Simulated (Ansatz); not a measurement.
**Glassy 80GeO2-20CaO (mol %) (98 atoms): where an added charge goes**

Does an extra electron or hole in glassy 80GeO2-20CaO (mol %) (98 atoms) stay spread out, or do the atoms trap it?

Method: Kohn-Sham DFT, revPBE, PAW (set soft_2), plane waves, in Ansatz 0.2.0.

### 1. Set-up

The cell holds 98 atoms: 28 Ge, 7 Ca and 63 O. Its edges and angles: a = 11.372 Å, b = 11.372 Å, c = 11.372 Å, α = 90.0°, β = 90.0°, γ = 90.0°. 98 atoms (28 Ge, 7 Ca, 63 O) placed at random at 3.67 g/cm³, melted at 4000 K for 10 ps at fixed volume with the Morse and Coulomb pair potential with partial charges (Pedone, Malavasi, Menziani, Cormack and Segre, J. Phys. Chem. B 110, 11780 (2006)). Quenched from 3000 K to 300 K at 50 K/ps and fixed volume, held 10 ps at zero pressure.

Limits known from the start: The quench rate of 50 K/ps far exceeds what a furnace or splat quench reaches, so expect more defects and frozen-in strain than in a real sample. The network of bonds at the start is that of the classical potential that made the cell, and needn't be the one that DFT or experiment would give. Only the Γ point is sampled, in a cell whose shortest periodic width is 11 Å.

### 2. Single point at the start

A single point comes first, to see the forces before anything moves.

Contents of input.yaml:

```yaml
crystal:
  lattice:
    - [11.37166, 0.0, 0.0]
    - [0.0, 11.37166, 0.0]
    - [0.0, 0.0, 11.37166]
  atoms:
    - { symbol: Ge, position: [0.6315, 0.5028, 0.10094] }
    - { symbol: Ge, position: [0.35326, 0.94463, 0.58159] }
    - { symbol: Ge, position: [0.91063, 0.72426, 0.49835] }
    - { symbol: Ge, position: [0.31501, 0.40367, 0.79171] }
    - { symbol: Ge, position: [0.57662, 0.38782, 0.62906] }
    - { symbol: Ge, position: [0.51353, 0.99644, 0.08532] }
    - { symbol: Ge, position: [0.14033, 0.84258, 0.87153] }
    - { symbol: Ge, position: [0.95442, 0.74055, 0.06329] }
    - { symbol: Ge, position: [0.52589, 0.75609, 0.23288] }
    - { symbol: Ge, position: [0.2534, 0.65102, 0.68663] }
    - { symbol: Ge, position: [0.56192, 0.13749, 0.47989] }
    - { symbol: Ge, position: [0.28877, 0.59386, 0.25834] }
    - { symbol: Ge, position: [0.07336, 0.03704, 0.6678] }
    - { symbol: Ge, position: [0.79471, 0.02202, 0.59781] }
    - { symbol: Ge, position: [0.59298, 0.81704, 0.67582] }
    - { symbol: Ge, position: [0.1413, 0.29764, 0.57496] }
    - { symbol: Ge, position: [0.31319, 0.20021, 0.01706] }
    - { symbol: Ge, position: [0.63305, 0.23696, 0.22182] }
    - { symbol: Ge, position: [0.48009, 0.61724, 0.48503] }
    - { symbol: Ge, position: [0.05088, 0.47509, 0.149] }
    - { symbol: Ge, position: [0.79316, 0.86546, 0.28842] }
    - { symbol: Ge, position: [0.89508, 0.13908, 0.26759] }
    - { symbol: Ge, position: [0.71749, 0.83556, 0.92606] }
    - { symbol: Ge, position: [0.98724, 0.62253, 0.73793] }
    - { symbol: Ge, position: [0.92326, 0.43549, 0.4228] }
    - { symbol: Ge, position: [0.17046, 0.82251, 0.39686] }
    - { symbol: Ge, position: [0.03085, 0.2172, 0.01513] }
    - { symbol: Ge, position: [0.7906, 0.12156, 0.87212] }
    - { symbol: Ca, position: [0.55824, 0.33885, 0.89575] }
    - { symbol: Ca, position: [0.37449, 0.32597, 0.33546] }
    - { symbol: Ca, position: [0.74467, 0.55608, 0.86249] }
    - { symbol: Ca, position: [0.15609, 0.14369, 0.31454] }
    - { symbol: Ca, position: [0.86425, 0.33727, 0.67223] }
    - { symbol: Ca, position: [0.40992, 0.67584, 0.93969] }
    - { symbol: Ca, position: [0.24675, 0.85419, 0.13918] }
    - { symbol: O, position: [0.55727, 0.2395, 0.58543] }
    - { symbol: O, position: [0.35433, 0.62401, 0.57663] }
    - { symbol: O, position: [0.37924, 0.65857, 0.15767] }
    - { symbol: O, position: [0.29235, 0.85025, 0.48616] }
    - { symbol: O, position: [0.21826, 0.01268, 0.62284] }
    - { symbol: O, position: [0.22791, 0.78561, 0.73664] }
    - { symbol: O, position: [0.94132, 0.99111, 0.60188] }
    - { symbol: O, position: [0.59988, 0.89037, 0.00584] }
    - { symbol: O, position: [0.02294, 0.61355, 0.08941] }
    - { symbol: O, position: [0.03287, 0.7154, 0.84445] }
    - { symbol: O, position: [0.30552, 0.21947, 0.16911] }
    - { symbol: O, position: [0.48786, 0.71477, 0.37139] }
    - { symbol: O, position: [0.66709, 0.18122, 0.9289] }
    - { symbol: O, position: [0.64406, 0.7631, 0.8138] }
    - { symbol: O, position: [0.07817, 0.96738, 0.79945] }
    - { symbol: O, position: [0.06116, 0.18752, 0.6468] }
    - { symbol: O, position: [0.44562, 0.03956, 0.50358] }
    - { symbol: O, position: [0.65116, 0.84116, 0.25709] }
    - { symbol: O, position: [0.69894, 0.07138, 0.48914] }
    - { symbol: O, position: [0.05608, 0.37105, 0.04505] }
    - { symbol: O, position: [0.70198, 0.91662, 0.65517] }
    - { symbol: O, position: [0.37422, 0.52224, 0.35297] }
    - { symbol: O, position: [0.78256, 0.9711, 0.89308] }
    - { symbol: O, position: [0.89099, 0.78745, 0.19568] }
    - { symbol: O, position: [0.2064, 0.70926, 0.30813] }
    - { symbol: O, position: [0.8978, 0.70122, 0.646] }
    - { symbol: O, position: [0.54851, 0.47675, 0.51705] }
    - { symbol: O, position: [0.80805, 0.37148, 0.48563] }
    - { symbol: O, position: [0.16077, 0.94427, 0.31164] }
    - { symbol: O, position: [0.8378, 0.00201, 0.26023] }
    - { symbol: O, position: [0.16889, 0.17188, 0.97634] }
    - { symbol: O, position: [0.23181, 0.34732, 0.68418] }
    - { symbol: O, position: [0.55405, 0.22225, 0.35692] }
    - { symbol: O, position: [0.60441, 0.63286, 0.17955] }
    - { symbol: O, position: [0.44146, 0.88155, 0.17353] }
    - { symbol: O, position: [0.27102, 0.82432, 0.94906] }
    - { symbol: O, position: [0.7737, 0.48519, 0.05737] }
    - { symbol: O, position: [0.11762, 0.59399, 0.66687] }
    - { symbol: O, position: [0.2972, 0.55502, 0.80058] }
    - { symbol: O, position: [0.91074, 0.58732, 0.44794] }
    - { symbol: O, position: [0.19552, 0.49983, 0.1954] }
    - { symbol: O, position: [0.82156, 0.74401, 0.98311] }
    - { symbol: O, position: [0.05077, 0.78214, 0.47546] }
    [... 14 atom lines left out ...]
    - { symbol: O, position: [0.91992, 0.17248, 0.92697] }
    - { symbol: O, position: [0.34812, 0.31614, 0.91573] }
    - { symbol: O, position: [0.81887, 0.82091, 0.43063] }
    - { symbol: O, position: [0.46158, 0.88909, 0.67549] }
    - { symbol: O, position: [0.77709, 0.22995, 0.24412] }
    - { symbol: O, position: [0.5858, 0.10418, 0.15959] }
kpoints:
  mp_grid: { grid: [1, 1, 1] }
hamiltonian:
  xc: revpbe
scf:
  occupations: { method: fixed }
output:
  forces: true
```

Started as:

```
$ ansatz run input.yaml --threads 4 --pin off --max-ram 8192MiB --backend cpu --events-out ev --progress --plain --runs-dir out
```

What it wrote:

```text
[...]
Pseudopotentials: kind: paw
Pseudopotential: Ge, paw, valence charge 14, recommended cutoff 420 eV (normal), Ge.paw.azcp
Pseudopotential: Ca, paw, valence charge 10, recommended cutoff 420 eV (normal), Ca.paw.azcp
Pseudopotential: O, paw, valence charge 6, recommended cutoff 420 eV (normal), O.paw.azcp
[... 5 lines on functional and potentials left out ...]
Crystal: 98 atoms, lattice volume = 1470.522 Å³
Basis set: ecut = 420 eV, 28671 PW (Γ), exchange–correlation on 160×160×160 points (8 copies of the dense FFT grid, shifted against one another)
Bands: 518, of which v1, the nominal top of the filled ones, is band 420 counted from 1 (419 counted from 0)
Symmetry: 1 space group operations
Space group: P1 (ITA 1), of the structure as read, at distance tolerance 1.1e-4 Å
k-points: 1
[... 10 lines on functional and potentials left out ...]
Initial density: superposition of atomic densities (neutral atoms: chi_scale 0, normalization atom), corrected by the library's trained network
Initial wavefunctions: pseudopotential atomic-orbital guess
[...]
SCF iter   1: F=—  HF=-168945.073948 eV  |F-HF|=—  |Δ(HF+E_count)|=         —  Δρ=4.53e-3  dr2=3.35e-1  ethr=1.77e-3  ⟨swp⟩=5.0  Hψ=1582  notcnv=0  defer=96
preconditioner: auto → Resta (q_TF=auto, 2.485 Å⁻¹)  ε∞=2.8  [insulator: Δε(μ)=1.819 eV  Ē_g=20.491 eV  n_scr=388 (ndim 8)  ℏωp=27.8 eV  f_vac=0.220  ε∞_Penn≈2.8]
[...]
SCF iter   9: F=—  HF=-168945.043067 eV  |F-HF|=—  |Δ(HF+E_count)|=   1.49e-6  Δρ=4.26e-6  dr2=2.23e-7  ethr=2.75e-10  ⟨swp⟩=2.0  Hψ=781  notcnv=0  defer=92
SCF iter  10: F=-168945.043067 eV  HF=-168945.043067 eV  |F-HF|=3.13e-8  |Δ(HF+E_count)|=   3.65e-7  Δρ=1.83e-6  dr2=4.63e-8  ethr=1.19e-11  ⟨swp⟩=4.0  Hψ=1524  notcnv=0
SCF 1 converged in 10 iterations: F = -168945.043067 eV  dr2 = 4.63e-8
[...]
SCF converged after 10 iterations
Free energy (F): -168945.043067 eV
Harris-Foulkes:  -168945.043067 eV  (|F-HF|=3.13e-8)
Internal energy: -168945.043067 eV  (E = F + TS)
E sigma→0 (E₀):  -168945.043067 eV
Fermi energy:    4.916406 eV
--- Per-component energies (eV) ---
[...]
Σ components = -168945.043067   (vs F -168945.043067, Δ=0.00e0)
--- Forces (eV/Å), atoms counted from 1 ---
  atom   1  Ge     1.13568647     2.39345001    -0.19025924
  atom   2  Ge    -0.88112096     0.66426547     0.83111325
  atom   3  Ge     1.69620839     0.11877336    -0.28985165
  atom   4  Ge    -0.02798118     0.18122026    -0.66448383
[...]
atom  98  O      0.47238360    -0.00575583     0.45887425
  max |Σ_I F_I| component: 3.49e-5 eV/Å
```

Wall time 12 s (4 threads of Intel Xeon Platinum 8375C at 2.90GHz (Ice Lake), shared host); peak memory 2.2 GiB.

The r.m.s. force at the start is 1.3 eV/Å.

### 3. Relaxation

The atoms are relaxed in the fixed cell, aiming at the force tolerance of the input.

Contents of input.yaml:

```yaml
crystal:
  lattice:
    - [11.37166, 0.0, 0.0]
    - [0.0, 11.37166, 0.0]
    - [0.0, 0.0, 11.37166]
  atoms:
    [... the 98 atom lines of step 2 ...]
kpoints:
  mp_grid: { grid: [1, 1, 1] }
hamiltonian:
  xc: revpbe
scf:
  occupations: { method: fixed }
output:
  forces: true
relax:
  f_tol: 0.05
  max_steps: 120
```

What it wrote:

```text
[...]
Crystal: 98 atoms, lattice volume = 1470.522 Å³
Basis set: ecut = 420 eV, 28671 PW (Γ), exchange–correlation on 160×160×160 points (8 copies of the dense FFT grid, shifted against one another)
Bands: 518, of which v1, the nominal top of the filled ones, is band 420 counted from 1 (419 counted from 0)
Symmetry: 1 space group operations
[...]
k-points: 1
[...]
SCF iter   1: F=—  HF=-168945.073948 eV  |F-HF|=—  |Δ(HF+E_count)|=         —  Δρ=4.53e-3  dr2=3.35e-1  ethr=1.77e-3  ⟨swp⟩=5.0  Hψ=1582  notcnv=0  defer=96
[...]
SCF iter   6: F=—  HF=-168945.043038 eV  |F-HF|=—  |Δ(HF+E_count)|=   2.66e-4  Δρ=9.11e-5  dr2=1.15e-4  ethr=4.19e-8  ⟨swp⟩=3.0  Hψ=703  notcnv=0  defer=96
SCF iter   7: F=-168945.043062 eV  HF=-168945.043055 eV  |F-HF|=7.27e-6  |Δ(HF+E_count)|=   1.72e-5  Δρ=2.57e-5  dr2=1.01e-5  ethr=7.44e-9  ⟨swp⟩=2.0  Hψ=1683  notcnv=0
SCF 1 converged in 7 iterations: F = -168945.043062 eV  dr2 = 1.01e-5
[...]
relax step   1: F+E_penalty+E_count = -168945.04306209 eV  Δ(F+E_penalty+E_count) = +0.000e0 eV  max|allowed force component| = 3.890e0 eV/Å  Δτ_max = 0.0000 Å  (7 SCF iters, dr2 threshold 6.25e-5 eV, accepted)
[...]
relax step   2: F+E_penalty+E_count = -168952.29411867 eV  Δ(F+E_penalty+E_count) = -7.251e0 eV  max|allowed force component| = 2.701e0 eV/Å  Δτ_max = 0.1964 Å  (8 SCF iters, dr2 threshold 1.00e-4 eV, accepted)
[...]
relax step   3: F+E_penalty+E_count = -168956.05454736 eV  Δ(F+E_penalty+E_count) = -3.760e0 eV  max|allowed force component| = 7.542e-1 eV/Å  Δτ_max = 0.2000 Å  (8 SCF iters, dr2 threshold 1.00e-4 eV, accepted)
relax step   4: F+E_penalty+E_count = -168957.04120590 eV  Δ(F+E_penalty+E_count) = -9.867e-1 eV  max|allowed force component| = 4.651e-1 eV/Å  Δτ_max = 0.2000 Å  (8 SCF iters, dr2 threshold 4.43e-5 eV, accepted)
relax step   5: F+E_penalty+E_count = -168957.45035265 eV  Δ(F+E_penalty+E_count) = -4.091e-1 eV  max|allowed force component| = 3.590e-1 eV/Å  Δτ_max = 0.2000 Å  (8 SCF iters, dr2 threshold 1.69e-5 eV, accepted)
relax step   6: F+E_penalty+E_count = -168957.74735997 eV  Δ(F+E_penalty+E_count) = -2.970e-1 eV  max|allowed force component| = 1.788e-1 eV/Å  Δτ_max = 0.1913 Å  (8 SCF iters, dr2 threshold 4.90e-5 eV, accepted)
relax step   7: F+E_penalty+E_count = -168957.96559380 eV  Δ(F+E_penalty+E_count) = -2.182e-1 eV  max|allowed force component| = 2.004e-1 eV/Å  Δτ_max = 0.2000 Å  (9 SCF iters, dr2 threshold 7.93e-6 eV, accepted)
relax step   8: F+E_penalty+E_count = -168958.04572657 eV  Δ(F+E_penalty+E_count) = -8.013e-2 eV  max|allowed force component| = 2.223e-1 eV/Å  Δτ_max = 0.1915 Å  (8 SCF iters, dr2 threshold 9.96e-6 eV, accepted)
relax step   9: F+E_penalty+E_count = -168958.13031396 eV  Δ(F+E_penalty+E_count) = -8.459e-2 eV  max|allowed force component| = 1.059e-1 eV/Å  Δτ_max = 0.2000 Å  (7 SCF iters, dr2 threshold 4.94e-5 eV, accepted)
relax step  10: F+E_penalty+E_count = -168958.12933718 eV  Δ(F+E_penalty+E_count) = +9.768e-4 eV  max|allowed force component| = 1.818e-1 eV/Å  Δτ_max = 0.2000 Å  (9 SCF iters, dr2 threshold 2.54e-6 eV, rejected (line search))
relax step  11: F+E_penalty+E_count = -168958.14877018 eV  Δ(F+E_penalty+E_count) = -1.846e-2 eV  max|allowed force component| = 7.385e-2 eV/Å  Δτ_max = 0.0973 Å  (10 SCF iters, accepted)
relax step  12: F+E_penalty+E_count = -168958.15245590 eV  Δ(F+E_penalty+E_count) = -3.686e-3 eV  max|allowed force component| = 8.007e-2 eV/Å  Δτ_max = 0.0738 Å  (9 SCF iters, accepted)
relax step  13: F+E_penalty+E_count = -168958.15508262 eV  Δ(F+E_penalty+E_count) = -2.627e-3 eV  max|allowed force component| = 2.834e-2 eV/Å  Δτ_max = 0.0342 Å  (6 SCF iters, dr2 threshold 3.12e-6 eV, accepted)
[...]
relax step  14: F+E_penalty+E_count = -168958.15508411 eV  Δ(F+E_penalty+E_count) = -1.482e-6 eV  max|allowed force component| = 2.837e-2 eV/Å  Δτ_max = 0.0000 Å  (4 SCF iters, accepted)
SCF converged after 4 iterations
Free energy (F): -168958.155084 eV
[...]
Internal energy: -168958.155084 eV  (E = F + TS)
E sigma→0 (E₀):  -168958.155084 eV
Fermi energy:    4.614262 eV
[...]
Σ components = -168958.155084   (vs F -168958.155084, Δ=0.00e0)
--- Forces (eV/Å), atoms counted from 1 ---
  atom   1  Ge     0.00115777    -0.00248390     0.02583923
  atom   2  Ge    -0.02071987    -0.01203371    -0.01217439
  atom   3  Ge    -0.00231842    -0.00150696    -0.00154293
  atom   4  Ge    -0.00768998    -0.01043073    -0.00258475
[...]
atom  98  O      0.02492471     0.00502963     0.00769401
  max |Σ_I F_I| component: 1.15e-4 eV/Å
--- Relaxed structure (14 steps of the walk, 13 accepted, 0 SCFs on fresh bases) ---
  F+E_penalty+E_count = -168958.15508411 eV   max|allowed force component| = 2.837e-2 eV/Å
  atoms:
    - { symbol: Ge, position: [0.618078, 0.498279, 0.098777] }
    - { symbol: Ge, position: [0.361851, 0.938040, 0.574238] }
    - { symbol: Ge, position: [0.938019, 0.727190, 0.473384] }
    - { symbol: Ge, position: [0.312014, 0.401044, 0.813964] }
[...]
- { symbol: O, position: [0.599390, 0.103536, 0.144876] }
```

Elapsed: 2.4 min, on 4 threads; peak memory 2.2 GiB.

The relaxation converged after 14 steps, 13.1 eV below its start, with a largest force component of 0.028 eV/Å.

[end of part 1 of 4]

[Long decimals in the printed logs are rounded to 6 places.]

[Logs are printed without paths, hosts, clocks, repeated set-up lines and the standing remarks that a program may print on its own settings, such as how far it seeks lower states.]

[Hosts, paths, dates, database ids (printed as entryN), source tags and the programs' standing remarks are cut or masked in the printed files.]
